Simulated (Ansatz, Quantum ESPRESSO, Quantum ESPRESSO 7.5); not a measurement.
## Al(111) with five reversed steps (a twin lamella): ballistic transmission

How well does the junction conduct in the ballistic limit? It is: Al(111) with five reversed steps (a twin lamella).

Method: plane-wave DFT, PBEsol, GBRV ultrasoft pseudopotentials (cross-check by Ansatz 0.2.0 with PAW datasets), in Quantum ESPRESSO 7.5.

## (1) Starting point

The cell holds 25 atoms: 25 Al. Its edges and angles: a = 2.857 Å, b = 2.857 Å, c = 58.312 Å, α = 90.0°, β = 90.0°, γ = 60.0°. It derives from Al. Regions: left lead, 9 atoms (9 Al); channel, 7 atoms (7 Al); right lead, 9 atoms (9 Al). The structure is stacked along c, and the current runs across the ab planes.

## (2) SCF with pw.x

One periodic cell holds a stretch of lead, the junction and more lead; the atoms stay as built.

File scf.in:

```
&control
  prefix = 'scf'
  outdir = './out'
  pseudo_dir = './pseudo'
  calculation = 'scf'
  tprnfor = .true.
/
&system
  ibrav = 0
  nat = 25
  ntyp = 1
  ecutwfc = 40
  ecutrho = 200
  occupations = 'smearing'
  smearing = 'mv'
  degauss = 0.01
/
&electrons
  conv_thr = 1e-07
  mixing_beta = 0.25
  electron_maxstep = 120
  mixing_mode = 'local-TF'
/
ATOMIC_SPECIES
  Al  26.9815  al_pbesol_v1.uspp.F.UPF
CELL_PARAMETERS angstrom
  2.85671139599365 0.00000000000000 0.00000000000000
  1.42835569799683 2.47398464021101 0.00000000000000
  0.00000000000000 0.00000000000000 58.31237718815221
ATOMIC_POSITIONS crystal
  Al  0.000000000000 0.000000000000 0.000000000000
  Al  0.333333333000 0.333333333000 0.040000000000
  Al  0.666666667000 0.666666667000 0.080000000000
  Al  0.000000000000 0.000000000000 0.120000000000
  Al  0.333333333000 0.333333333000 0.160000000000
  Al  0.666666667000 0.666666667000 0.200000000000
  Al  0.000000000000 0.000000000000 0.240000000000
  Al  0.333333333000 0.333333333000 0.280000000000
  Al  0.666666667000 0.666666667000 0.320000000000
  Al  0.333333333000 0.333333333000 0.360000000000
  Al  0.000000000000 0.000000000000 0.400000000000
  Al  0.666666667000 0.666666667000 0.440000000000
  Al  0.333333333000 0.333333333000 0.480000000000
  Al  0.000000000000 0.000000000000 0.520000000000
  Al  0.333333333000 0.333333333000 0.560000000000
  Al  0.666666667000 0.666666667000 0.600000000000
  Al  0.000000000000 0.000000000000 0.640000000000
  Al  0.333333333000 0.333333333000 0.680000000000
  Al  0.666666667000 0.666666667000 0.720000000000
  Al  0.000000000000 0.000000000000 0.760000000000
  Al  0.333333333000 0.333333333000 0.800000000000
  Al  0.666666667000 0.666666667000 0.840000000000
  Al  0.000000000000 0.000000000000 0.880000000000
  Al  0.333333333000 0.333333333000 0.920000000000
  Al  0.666666667000 0.666666667000 0.960000000000
K_POINTS automatic
  10 10 1 0 0 0
```

On the command line:

```sh
> OMP_NUM_THREADS=1 mpirun -n 2 pw.x -nk 2 -in scf.in > scf.out
```

Output:

```text
Program PWSCF v.7.5 starts
[citation notice left out]

     Parallel version (MPI & OpenMP), running on       2 processor cores
     Number of MPI processes:                 2
     Threads/MPI process:                     1

     MPI processes distributed on     1 nodes
[...]
Current dimensions of program PWSCF are:
     Max number of different atomic species (ntypx) = 10
     Max number of k-points (npk) =  40000
     Max angular momentum in pseudopotentials (lmaxx) =  4
     Message from routine setup:
     using ibrav=0 with symmetry is DISCOURAGED, use correct ibrav instead

     K-points division:     npool     =       2
     Subspace diagonalization in iterative solution of the eigenvalue problem:
     a serial algorithm will be used

     G-vector sticks info
     --------------------
     sticks:   dense  smooth     PW     G-vecs:    dense   smooth      PW
     Sum         397     313    109               132293    94775   17315

     Using Slab Decomposition

     bravais-lattice index     =            0
     lattice parameter (alat)  =       5.3984  a.u.
     unit-cell volume          =    2781.1263 (a.u.)^3
     number of atoms/cell      =           25
     number of atomic types    =            1
     number of electrons       =        75.00
     number of Kohn-Sham states=           46
     kinetic-energy cutoff     =      40.0000  Ry
     charge density cutoff     =     200.0000  Ry
     scf convergence threshold =      1.0E-07
     mixing beta               =       0.2500
     number of iterations used =            8  local-TF  mixing
     Exchange-correlation= SLA  PW   PSX  PSC
                           (   1   4  10   8   0   0   0)

     celldm(1)=   5.398402  celldm(2)=   0.000000  celldm(3)=   0.000000
     celldm(4)=   0.000000  celldm(5)=   0.000000  celldm(6)=   0.000000

     crystal axes: (cart. coord. in units of alat)
               a(1) = (   1.000000   0.000000   0.000000 )
               a(2) = (   0.500000   0.866025   0.000000 )
               a(3) = (   0.000000   0.000000  20.412415 )

     reciprocal axes: (cart. coord. in units 2 pi/alat)
               b(1) = (  1.000000 -0.577350  0.000000 )
               b(2) = (  0.000000  1.154701  0.000000 )
               b(3) = (  0.000000  0.000000  0.048990 )

     PseudoPot. # 1 for Al read from file:
     ./pseudo/al_pbesol_v1.uspp.F.UPF
     Pseudo is Ultrasoft + core correction, Zval =  3.0
     Generated by new atomic code, or converted to UPF format
     Using radial grid of  893 points,  3 beta functions with:
                l(1) =   0
                l(2) =   1
                l(3) =   2
     Q(r) pseudized with  8 coefficients,  rinner =    0.900   0.900   0.900
                                                       0.900   0.900

     atomic species   valence    mass     pseudopotential
     Al                3.00    26.98150     Al( 1.00)

      6 Sym. Ops. (no inversion) found

   Cartesian axes

     site n.     atom                  positions (alat units)
         1        Al     tau(   1) = (   0.0000000   0.0000000   0.0000000  )
         2        Al     tau(   2) = (   0.5000000   0.2886751   0.8164966  )
         3        Al     tau(   3) = (   1.0000000   0.5773503   1.6329932  )
         4        Al     tau(   4) = (   0.0000000   0.0000000   2.4494897  )
         5        Al     tau(   5) = (   0.5000000   0.2886751   3.2659863  )
         6        Al     tau(   6) = (   1.0000000   0.5773503   4.0824829  )
         7        Al     tau(   7) = (   0.0000000   0.0000000   4.8989795  )
         8        Al     tau(   8) = (   0.5000000   0.2886751   5.7154761  )
         9        Al     tau(   9) = (   1.0000000   0.5773503   6.5319726  )
        10        Al     tau(  10) = (   0.5000000   0.2886751   7.3484692  )
        11        Al     tau(  11) = (   0.0000000   0.0000000   8.1649658  )
        12        Al     tau(  12) = (   1.0000000   0.5773503   8.9814624  )
        13        Al     tau(  13) = (   0.5000000   0.2886751   9.7979590  )
        14        Al     tau(  14) = (   0.0000000   0.0000000  10.6144556  )
        15        Al     tau(  15) = (   0.5000000   0.2886751  11.4309521  )
        16        Al     tau(  16) = (   1.0000000   0.5773503  12.2474487  )
        17        Al     tau(  17) = (   0.0000000   0.0000000  13.0639453  )
        18        Al     tau(  18) = (   0.5000000   0.2886751  13.8804419  )
        19        Al     tau(  19) = (   1.0000000   0.5773503  14.6969385  )
        20        Al     tau(  20) = (   0.0000000   0.0000000  15.5134350  )
        21        Al     tau(  21) = (   0.5000000   0.2886751  16.3299316  )
        22        Al     tau(  22) = (   1.0000000   0.5773503  17.1464282  )
        23        Al     tau(  23) = (   0.0000000   0.0000000  17.9629248  )
        24        Al     tau(  24) = (   0.5000000   0.2886751  18.7794214  )
        25        Al     tau(  25) = (   1.0000000   0.5773503  19.5959179  )

     number of k points=    14  Marzari-Vanderbilt smearing, width (Ry)=  0.0100
                       cart. coord. in units 2pi/alat
        k(    1) = (   0.0000000   0.0000000   0.0000000), wk =   0.0200000
        k(    2) = (   0.0000000   0.1154701   0.0000000), wk =   0.1200000
        k(    3) = (   0.0000000   0.2309401   0.0000000), wk =   0.1200000
        k(    4) = (   0.0000000   0.3464102   0.0000000), wk =   0.1200000
        k(    5) = (   0.0000000   0.4618802   0.0000000), wk =   0.1200000
        k(    6) = (   0.0000000  -0.5773503   0.0000000), wk =   0.0600000
        k(    7) = (   0.1000000   0.1732051   0.0000000), wk =   0.1200000
        k(    8) = (   0.1000000   0.2886751   0.0000000), wk =   0.2400000
        k(    9) = (   0.1000000   0.4041452   0.0000000), wk =   0.2400000
        k(   10) = (   0.1000000  -0.6350853   0.0000000), wk =   0.2400000
[...]
k(   14) = (   0.3000000  -0.6350853   0.0000000), wk =   0.1200000

     Dense  grid:   132293 G-vectors     FFT dimensions: (  25,  25, 500)

     Smooth grid:    94775 G-vectors     FFT dimensions: (  24,  24, 450)

     Estimated max dynamical RAM per process >     319.28 MB

     Estimated total dynamical RAM >     606.26 MB

     Initial potential from superposition of free atoms

     starting charge      74.9412, renormalised to      75.0000
     Starting wfcs are  100 randomized atomic wfcs

     total cpu time spent up to now is       14.8 secs

     per-process dynamical memory:   201.8 Mb

     Self-consistent Calculation

     iteration #  1     ecut=    40.00 Ry     beta= 0.25
[...]
total energy              =    -166.56905595 Ry
     estimated scf accuracy    <       0.00112910 Ry

     iteration # 14     ecut=    40.00 Ry     beta= 0.25
[...]
total energy              =    -166.56875476 Ry
     estimated scf accuracy    <       0.00386123 Ry

[...]
iteration # 28     ecut=    40.00 Ry     beta= 0.25
[...]
total energy              =    -166.56895688 Ry
     estimated scf accuracy    <       0.00003312 Ry

     iteration # 29     ecut=    40.00 Ry     beta= 0.25
[...]
total energy              =    -166.56895627 Ry
     estimated scf accuracy    <       0.00001303 Ry

     iteration # 30     ecut=    40.00 Ry     beta= 0.25
[...]
total energy              =    -166.56895678 Ry
     estimated scf accuracy    <       0.00000017 Ry

     iteration # 31     ecut=    40.00 Ry     beta= 0.25
[...]
total energy              =    -166.56895679 Ry
     estimated scf accuracy    <       0.00000154 Ry

     iteration # 32     ecut=    40.00 Ry     beta= 0.25
[...]
total energy              =    -166.56895690 Ry
     estimated scf accuracy    <       0.00000056 Ry

     iteration # 33     ecut=    40.00 Ry     beta= 0.25
[...]
total energy              =    -166.56895687 Ry
     estimated scf accuracy    <       0.00000017 Ry

     iteration # 34     ecut=    40.00 Ry     beta= 0.25
[...]
total energy              =    -166.56895688 Ry
     estimated scf accuracy    <       0.00000034 Ry

     iteration # 35     ecut=    40.00 Ry     beta= 0.25
[...]
End of self-consistent calculation

          k = 0.0000 0.0000 0.0000 ( 12125 PWs)   bands (ev):

    -3.3153  -3.2734  -3.2680  -3.1428  -3.1377  -2.9232  -2.9226  -2.6201
    -2.6181  -2.2319  -2.2267  -1.7552  -1.7530  -1.1960  -1.1926  -0.5524
    -0.5491   0.1751   0.1757   0.9817   0.9838   1.8689   1.8697   2.8257
     2.8281   3.9004   3.9027   5.0120   5.0120   6.2036   6.2042   7.4683
     7.4685   8.8016   8.8026  10.2011  10.2024  11.6630  11.6636  13.1796
    13.1830  14.7468  14.7481  16.3442  16.3510  17.9477

          k = 0.0000 0.1155 0.0000 ( 12083 PWs)   bands (ev):

    -3.0736  -3.0317  -3.0263  -2.9013  -2.8962  -2.6820  -2.6815  -2.3794
    -2.3774  -1.9918  -1.9865  -1.5158  -1.5136  -0.9574  -0.9541  -0.3150
    -0.3116   0.4113   0.4119   1.2165   1.2186   2.1019   2.1028   3.0561
     3.0586   4.1305   4.1329   5.2383   5.2391   6.4261   6.4277   7.6855
     7.6878   9.0118   9.0160  10.4001  10.4076  11.8424  11.8568  13.3205
    13.3538  14.7729  14.8606  15.2957  15.3324  15.3423

          k = 0.0000 0.2309 0.0000 ( 11959 PWs)   bands (ev):

    -2.3505  -2.3088  -2.3034  -2.1790  -2.1739  -1.9607  -1.9601  -1.6594
    -1.6575  -1.2737  -1.2683  -0.7998  -0.7976  -0.2442  -0.2408   0.3950
     0.3985   1.1172   1.1184   1.9177   1.9204   2.7969   2.7994   3.7427
     3.7472   4.8125   4.8188   5.9047   5.9151   7.0722   7.0912   8.2965
     8.3338   9.5474   9.6314  10.7080  10.9354  11.4442  11.7078  11.7743
    11.8007  11.8398  11.9779  12.0209  12.1409  12.2347

          k = 0.0000 0.3464 0.0000 ( 11904 PWs)   bands (ev):

    -1.1525  -1.1111  -1.1058  -0.9822  -0.9772  -0.7658  -0.7650  -0.4668
    -0.4648  -0.0844  -0.0788   0.3853   0.3880   0.9358   0.9400   1.5685
     1.5735   2.2818   2.2871   3.0715   3.0804   3.9349   3.9492   4.8577
     4.8828   5.8806   5.9312   6.8639   6.9860   7.6557   7.9280   7.9840
     8.1067   8.2552   8.3730   8.5538   8.7610   8.8305   8.9369   9.0320
     9.1854   9.3197   9.5236   9.6075   9.7574   9.8455

          k = 0.0000 0.4619 0.0000 ( 11784 PWs)   bands (ev):

     0.5093   0.5502   0.5554   0.6774   0.6823   0.8904   0.8925   1.1853
     1.1887   1.5621   1.5695   2.0232   2.0302   2.5625   2.5736   3.1784
     3.1954   3.8632   3.8909   4.5927   4.6443   5.1500   5.1840   5.1894
     5.2473   5.3040   5.3581   5.4259   5.4806   5.5967   5.6191   5.8504
     6.1146   6.1886   6.4945   6.7382   6.8883   6.9677   7.2224   7.3647
     7.6891   7.8273   7.8540   7.9693   8.4985   8.6193

          k = 0.0000-0.5774 0.0000 ( 11764 PWs)   bands (ev):

     2.6076   2.6195   2.6481   2.6494   2.6605   2.6730   2.7695   2.7759
     2.7819   2.7968   2.9741   2.9785   2.9912   2.9934   3.2039   3.2462
     3.2848   3.3328   3.5889   3.6517   3.6722   3.7259   4.0303   4.0983
     4.1143   4.1397   4.5303   4.5391   4.5701   4.7290   4.8438   5.1815
     5.3960   5.4155   5.9132   6.1397   6.3064   6.3853   6.7405   6.8873
     6.9159   7.0374   7.6391   7.6459   7.7592   7.8107

[...]
the Fermi energy is     7.9749 ev

!    total energy              =    -166.56895690 Ry
     estimated scf accuracy    <          6.3E-09 Ry
     smearing contrib. (-TS)   =      -0.00017527 Ry
     internal energy E=F+TS    =    -166.56878162 Ry

     The total energy is F=E-TS. E is the sum of the following terms:
     one-electron contribution =      74.65803153 Ry
     hartree contribution      =       0.20217333 Ry
     xc contribution           =    -106.30663686 Ry
     ewald contribution        =    -135.12234961 Ry

     convergence has been achieved in  35 iterations

     Forces acting on atoms (cartesian axes, Ry/au):

     atom    1 type  1   force =     0.00000000    0.00000000   -0.00028404
     atom    2 type  1   force =     0.00000000    0.00000000    0.00059039
     atom    3 type  1   force =     0.00000000    0.00000000   -0.00071714
     atom    4 type  1   force =     0.00000000    0.00000000   -0.00029528
     atom    5 type  1   force =     0.00000000    0.00000000    0.00033092
     atom    6 type  1   force =     0.00000000    0.00000000   -0.00004151
     atom    7 type  1   force =     0.00000000    0.00000000    0.00125192
     atom    8 type  1   force =     0.00000000    0.00000000   -0.00047035
     atom    9 type  1   force =     0.00000000    0.00000000   -0.00057706
     atom   10 type  1   force =     0.00000000    0.00000000    0.00082975
     atom   11 type  1   force =     0.00000000    0.00000000   -0.00082386
     atom   12 type  1   force =     0.00000000    0.00000000    0.00082296
     atom   13 type  1   force =     0.00000000    0.00000000   -0.00082927
     atom   14 type  1   force =     0.00000000    0.00000000    0.00057808
     atom   15 type  1   force =     0.00000000    0.00000000    0.00047087
     atom   16 type  1   force =     0.00000000    0.00000000   -0.00125119
     atom   17 type  1   force =     0.00000000    0.00000000    0.00004023
     atom   18 type  1   force =     0.00000000    0.00000000   -0.00033173
     atom   19 type  1   force =     0.00000000    0.00000000    0.00029545
     atom   20 type  1   force =     0.00000000    0.00000000    0.00071783
     atom   21 type  1   force =     0.00000000    0.00000000   -0.00059060
     atom   22 type  1   force =     0.00000000    0.00000000    0.00028358
     atom   23 type  1   force =     0.00000000    0.00000000   -0.00015642
     atom   24 type  1   force =     0.00000000    0.00000000   -0.00000004
     atom   25 type  1   force =     0.00000000    0.00000000    0.00015648

     Total force =     0.003051     Total SCF correction =     0.000106

[...]
=------------------------------------------------------------------------------=
   JOB DONE.
=------------------------------------------------------------------------------=
```

Wall time 13 min (2 MPI ranks of Arm Neoverse N1, shared host); peak memory 0.59 GiB.

Numbers from this step:

```
free energy  : -2266.2861 eV
Fermi energy : 7.975 eV
```

The run needed 35 iterations to bring the estimated error under 1e-07 Ry; the largest force on any atom, held or free, is 0.03 eV/Å.

(Part 1 of 4 ends here.)

[Logs are printed without paths, hosts, clocks, repeated set-up lines and the standing remarks that a program may print on its own settings, such as how far it seeks lower states.]

[Hosts, paths, dates, database ids (printed as entryN), source tags and the programs' standing remarks are cut or masked in the printed files.]

[Maps of the electrostatic potential energy from Ansatz leave out the sawtooth potential of an applied field or a dipole correction, so their vacuum need not be flat; planar profiles and work functions include it.]
